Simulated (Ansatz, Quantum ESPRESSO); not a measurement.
# Mg (Im-3m): phonons by linear response, part 3 of 3

How does Mg (Im-3m) vibrate, and is this structure a minimum?

Quantum ESPRESSO 7.5; DFT LDA, scalar-relativistic, plane waves, PseudoDojo norm-conserving pseudopotentials.

So far, highest frequency (cm⁻¹): step 9 (dispersion) 252. Also lowest frequency on the path (cm⁻¹): step 9 -33.3. The relaxed cell has a = 3.509 Å (conventional setting).

This is not the structure that Mg takes at ambient pressure and room temperature (hexagonal, No. 194); it is a model or a phase of other conditions.

## (10) Density of states

Sums over the zone need many more wavevectors than were solved, so the interpolation is sampled on a dense mesh.

matdyn.in

```
&INPUT
  asr    = 'crystal'
  flfrc  = 'x.fc'
  dos    = .true.
  fldos  = 'x.dos'
  nk1    = 18
  nk2    = 18
  nk3    = 18
  deltaE = 1.0
  la2F   = .true.
/
```

Command:

```sh
$ matdyn.x -in matdyn.in > matdyn.out
```

Numbers of over 12 decimals in the logs are rounded to 6 here.

Log:

```text
[banner, memory and clock lines left out]
Program MATDYN v.7.5

 mass for atomic type   1 not given; uses mass from file x.fc
 Norm of the difference between old and new effective charges:    0.000000

 Norm of the difference between old and new force-constants:   1.33346e-05

     Message from routine matdyn:
     Z* not found in file x.fc, TO-LO splitting at q=0 will be absent!
 Norm of the difference between old and new effective charges:    0.000000

 Norm of the difference between old and new force-constants:   1.0826e-14

 Norm of the difference between old and new effective charges:    0.000000

 Norm of the difference between old and new force-constants:   2.14341e-07

 Norm of the difference between old and new effective charges:    0.000000

 Norm of the difference between old and new force-constants:   2.92652e-05

 Norm of the difference between old and new effective charges:    0.000000

 Norm of the difference between old and new force-constants:   0.000141346

 Norm of the difference between old and new effective charges:    0.000000

 Norm of the difference between old and new force-constants:   0.000277468

 Norm of the difference between old and new effective charges:    0.000000

 Norm of the difference between old and new force-constants:   0.000401102

 Norm of the difference between old and new effective charges:    0.000000

 Norm of the difference between old and new force-constants:   0.000508954

 Norm of the difference between old and new effective charges:    0.000000

 Norm of the difference between old and new force-constants:   0.000599281

 Norm of the difference between old and new effective charges:    0.000000

 Norm of the difference between old and new force-constants:   0.000671583

 Norm of the difference between old and new effective charges:    0.000000

 Norm of the difference between old and new force-constants:   0.000728219

Note: The following floating-point exceptions are signalling: IEEE_UNDERFLOW_FLAG
```

The job ended after 9.1 s (1 thread of Arm Neoverse V2, shared host).

Read from the output:

```
share of modes beyond 3i cm⁻¹ on the dense interpolated mesh : 0.0023
```

The phonon density of states has structure finer than the step of the table below, so its rows give means over 10 cm⁻¹, whole bins alone (the curve runs from -33.2 to 253 cm⁻¹). Peaks (cm⁻¹: height): 186.8: 0.0248, 239.8: 0.0663.

Tetrahedra. The phonon density of states by wavenumber; means over each step:

```csv
wavenumber (cm⁻¹),phonon density of states (1/cm⁻¹/cell)
-20,1.7e-4
-10,3.9e-4
0,6.7e-4
10,0.00126
20,0.00202
30,0.00337
40,0.00483
50,0.00564
60,0.00719
70,0.00762
80,0.00926
90,0.00991
100,0.0109
110,0.0110
120,0.00978
130,0.00941
140,0.00954
150,0.0103
160,0.0118
170,0.0140
180,0.0187
190,0.0213
200,0.0161
210,0.0153
220,0.0162
230,0.0222
240,0.0426
```

## (11) The same in Ansatz

A second program on the same cell, potentials, cutoff and meshes tests the implementation of the phonon response, not its convergence. Its k mesh is centred on Γ.

This step: DFT LDA, scalar-relativistic, plane waves, PseudoDojo norm-conserving pseudopotentials (Ansatz 0.2.0).

input.yaml

```yaml
crystal:
  lattice:
    - [1.754745894, 1.754745894, 1.754745894]
    - [-1.754745894, 1.754745894, 1.754745894]
    - [-1.754745894, -1.754745894, 1.754745894]
  atoms:
    - { symbol: Mg, position: [0.0, 0.0, 0.0] }
kpoints:
  mp_grid: { grid: [12, 12, 12] }
hamiltonian:
  xc: lda
  pseudopotentials: { kind: nc, accuracy: standard }
scf:
  occupations: { method: methfessel_paxton, width: 0.27211 }
output:
  eigenvalues: true
basis:
  ecutwfc: 1142.878
phonons:
  method: dfpt
  qmesh: [4, 4, 4]
  temperatures: { t_max: 1000, t_step: 50 }
  qpath:
    path:
      - [[0.0, 0.0, 0.0], [0.5, 0.5, -0.5], [0.5, 0.0, -0.5], [0.0, 0.0, 0.0], [0.75, 0.25, -0.25], [0.5, 0.5, -0.5]]
      - [[0.75, 0.25, -0.25], [0.5, 0.0, -0.5]]
    npoints: 12
  electrical_resistivity: { temperatures: [77, 300], mesh: [24, 24, 24] }
```

Command:

```sh
$ ansatz run input.yaml --threads 4 --pin off --max-ram 8192MiB --backend cpu --events-out ev --progress --plain --runs-dir out
```

Log:

```text
Warning: basis.ecutwfc = 1142.878 eV is below the records' recommended 1142.878222 eV, and the density's cutoff is lower with it unless basis.ecutrho_ratio is high enough to keep the records' density cutoff: compare with a run at a higher cutoff
Engine: ansatz 0.2.0, aarch64-unknown-linux-gnu
Pseudopotentials: kind: nc
Pseudopotential: Mg, nc, valence charge 10, recommended cutoff 1142.878222 eV (normal), Mg.nc.azcp (PseudoDojo's, or run here from an input of PseudoDojo's; its table is named by hamiltonian.pseudopotentials.accuracy)
Functional definition: SPW92
  exchange = slater_x
  correlation = pw_c
Crystal: 1 atoms, lattice volume = 21.612 Å³
Basis set: ecut = 1142.878 eV, 1865 PW (Γ), exchange–correlation on 72×72×72 points (8 copies of the dense FFT grid, shifted against one another)
Bands: 9, of which v1, the nominal top of the filled ones, is band 5 counted from 1 (4 counted from 0)
Symmetry: 48 space group operations
k-points: 72 of 1728
Non-local potential: Mg, projectors of the file, l = 0: 2, l = 1: 2
Initial density: superposition of atomic densities (chi_scale 0.1, normalization cell)
Initial wavefunctions: pseudopotential atomic-orbital guess
Functional: x = slater, c = lda
SCF iter   1: F=—  HF=-1613.060502 eV  |F-HF|=—  |Δ(HF+E_count)|=         —  Δρ=1.47e-2  dr2=5.00e-2  ethr=3.10e-3  ⟨swp⟩=5.4  Hψ=4800  notcnv=0
preconditioner: auto → none  [metal: Δε(μ)=0.097 eV  Ē_g=10.385 eV  σ=0.272 eV  W_gap=0.30  n_scr=0 (ndim 8)  ℏωp=11.3 eV  f_vac=0.000  D(μ)=0.49/eV (n_scr^D=0)]
SCF iter   2: F=—  HF=-1613.050590 eV  |F-HF|=—  |Δ(HF+E_count)|=   9.91e-3  S|Δr|=    0.00e0  Δρ=7.32e-3  dr2=1.07e-2  ethr=5.00e-4  ⟨swp⟩=1.0  Hψ=1224  notcnv=0
SCF iter   3: F=—  HF=-1613.048768 eV  |F-HF|=—  |Δ(HF+E_count)|=   1.82e-3  S|Δr|=    0.00e0  Δρ=5.41e-4  dr2=2.53e-5  ethr=1.07e-4  ⟨swp⟩=1.0  Hψ=647  notcnv=0
SCF iter   4: F=—  HF=-1613.048817 eV  |F-HF|=—  |Δ(HF+E_count)|=   4.91e-5  S|Δr|=    0.00e0  Δρ=1.11e-4  dr2=1.19e-6  ethr=2.53e-7  ⟨swp⟩=2.2  Hψ=971  notcnv=0
SCF iter   5: F=—  HF=-1613.048811 eV  |F-HF|=—  |Δ(HF+E_count)|=   5.41e-6  S|Δr|=    0.00e0  Δρ=4.14e-5  dr2=1.17e-7  ethr=1.19e-8  ⟨swp⟩=2.0  Hψ=1005  notcnv=0
SCF iter   6: F=—  HF=-1613.048811 eV  |F-HF|=—  |Δ(HF+E_count)|=   5.42e-8  S|Δr|=    0.00e0  Δρ=1.47e-5  dr2=1.54e-8  ethr=1.17e-9  ⟨swp⟩=2.0  Hψ=993  notcnv=0
SCF iter   7: F=—  HF=-1613.048811 eV  |F-HF|=—  |Δ(HF+E_count)|=   8.34e-9  S|Δr|=    0.00e0  Δρ=2.45e-6  dr2=4.65e-10  ethr=1.54e-10  ⟨swp⟩=2.4  Hψ=996  notcnv=0
SCF iter   8: F=-1613.048811 eV  HF=-1613.048811 eV  |F-HF|=2.27e-12  |Δ(HF+E_count)|=  3.03e-10  S|Δr|=    0.00e0  Δρ=2.02e-7  dr2=3.33e-12  ethr=1.00e-12  ⟨swp⟩=4.9  Hψ=3000  notcnv=0
SCF 1 converged in 8 iterations: F = -1613.048811 eV  dr2 = 3.33e-12
NSCF: frozen V_eff on 72 k-points
[...]
q = [0.0000, 0.0000, 0.2500] (star 12, 2 solved perturbations in 1446 linear systems a pass and spin channel, the states on 936 of 1728 k-point pairs; hermiticity 1.64e-12, symmetrization 2.16e-12, the responses' own estimated error 2.5e-7 eV/Å²): -13.13 133.87 181.98
  q = [0.0000, 0.0000, -0.5000] (star 6, 2 solved perturbations in 756 linear systems a pass and spin channel, the states on 476 of 1728 k-point pairs; hermiticity 9.48e-13, symmetrization 2.88e-12, the responses' own estimated error 2.5e-7 eV/Å²): -33.59 187.85 251.91
  q = [0.0000, 0.2500, -0.5000] (star 24, 2 solved perturbations in 2664 linear systems a pass and spin channel, the states on 1728 of 1728 k-point pairs; hermiticity 2.48e-9, symmetrization 1.09e-13, the responses' own estimated error 2.7e-7 eV/Å²): 97.36 176.69 239.55
  q = [0.2500, 0.2500, 0.2500] (star 6, 2 solved perturbations in 804 linear systems a pass and spin channel, the states on 510 of 1728 k-point pairs; hermiticity 1.67e-12, symmetrization 1.23e-12, the responses' own estimated error 2.7e-7 eV/Å²): 174.10 174.10 180.91
  q = [0.2500, 0.2500, -0.5000] (star 12, 2 solved perturbations in 1446 linear systems a pass and spin channel, the states on 936 of 1728 k-point pairs; hermiticity 4.85e-13, symmetrization 8.90e-13, the responses' own estimated error 2.3e-7 eV/Å²): 174.08 213.91 246.27
  q = [0.2500, -0.2500, 0.2500] (star 2, 1 solved perturbation on 262 of 1728 k-point pairs; hermiticity 9.26e-13, symmetrization 2.55e-12, the responses' own estimated error 1.6e-7 eV/Å²): 178.54 178.54 178.54
  q = [-0.5000, -0.5000, -0.5000] (star 1, 1 solved perturbation on 163 of 1728 k-point pairs; hermiticity 2.66e-14, symmetrization 1.90e-12, the responses' own estimated error 1.3e-7 eV/Å²): 238.15 238.15 238.15
  sum rule: each row above includes the acoustic sum rule's correction from the zone centre's row sums; it moved no ω² by more than (2.19 cm⁻¹)²
  mesh force constants: q→R imaginary residual 0.00e0; ASR residual 4.300e-4 → 0.000e0 eV/Å²; symmetrization residual 1.776e-15 eV/Å²
  interpolated dispersion: 74 rows × 3 modes
  density of states and harmonic sums: on the 28×28×28 q-mesh, interpolated from the force constants of a 4×4×4 supercell (no non-analytic term)
  largest difference from the sums on the solved wave vectors: F 7.66e-2 eV, S 1.03e-4 and C_V 2.64e-5 eV/K
  zero-point energy: 0.030944 eV/cell   skipped modes (ω ≤ 0): 26, of them read as no rigid motion or as one in doubt: 23 (2.378e-2 modes/cell left out, lowest -33.59 cm⁻¹)   left out of the sums: 7.97e-3 of the cell's modes: C_V's classical limit lies that fraction below 3 k_B per atom; for a crystal, a wire or a layer, F and S can be off by more, and a phonons.interpolated_qmesh denser along its periods is the remedy for the sampling
Error: electrical resistivity: the mode of lowest frequency at the wavevector [0.0000, 0.0000, -0.5000] is imaginary, -33.59 cm⁻¹ (written negative): the force constants describe an unstable lattice; relax the structure, enlarge phonons.supercell (under dfpt, kpoints.mp_grid), or, with a block electrical_resistivity or superconductivity, name a file of force constants under which the crystal is stable (phonons.electron_phonon_force_constants)
The harmonic force constants that this run solved are whole in <dir>
[key lines of the parts left out:]
SCF converged after 8 iterations
Free energy (F): -1613.048811 eV
Fermi energy:    5.912537 eV
```

Run time: 79 s. Hardware: 4 threads; peak memory 2.5 GiB.

The run ended with an error: “electrical resistivity: the mode of lowest frequency at the wavevector [0.0000, 0.0000, -0.5000] is imaginary, -33.59 cm⁻¹ (written negative): the force constants describe an unstable lattice”.

The phonons were solved, but the coupling sums need a stable lattice.

## (12) Outcome

| Item | Value |
| --- | --- |
| space group after relaxation | Im-3m |
| volume per atom | 21.6 Å³ |
| q mesh | 4×4×4 |
| lowest mode on the q mesh (acoustic ones at the zone centre apart) | -33.2 cm⁻¹ |
| imaginary modes on the q mesh | yes |

Mg (Im-3m) is unstable: a mode solved on the 4×4×4 mesh is imaginary, 33i cm⁻¹; its spectrum reaches 252 cm⁻¹. The most unstable solved mode lies at q = (0, 0, -0.5), on the zone boundary, so the distortion that it points to doubles the cell. These are harmonic frequencies at zero temperature: anharmonic shifts and linewidths and thermal expansion are left out. In a metal the frequencies hang on the k mesh and the smearing, most of all near Kohn anomalies. No coupling constant is taken from ph.x, since the sums are unsound here: the spectrum is unstable, unfinished or interpolated from too coarse a mesh. The structure comes from a database and need not be the phase that is stable at ambient conditions.

[Host names and launcher messages were left out of these logs when they were recorded.]

[Logs are printed without paths, hosts, clocks, repeated set-up lines and the standing remarks that a program may print on its own settings, such as how far it seeks lower states.]

[Hosts, paths, dates, database ids (printed as entryN), source tags and the programs' standing remarks are cut or masked in the printed files.]
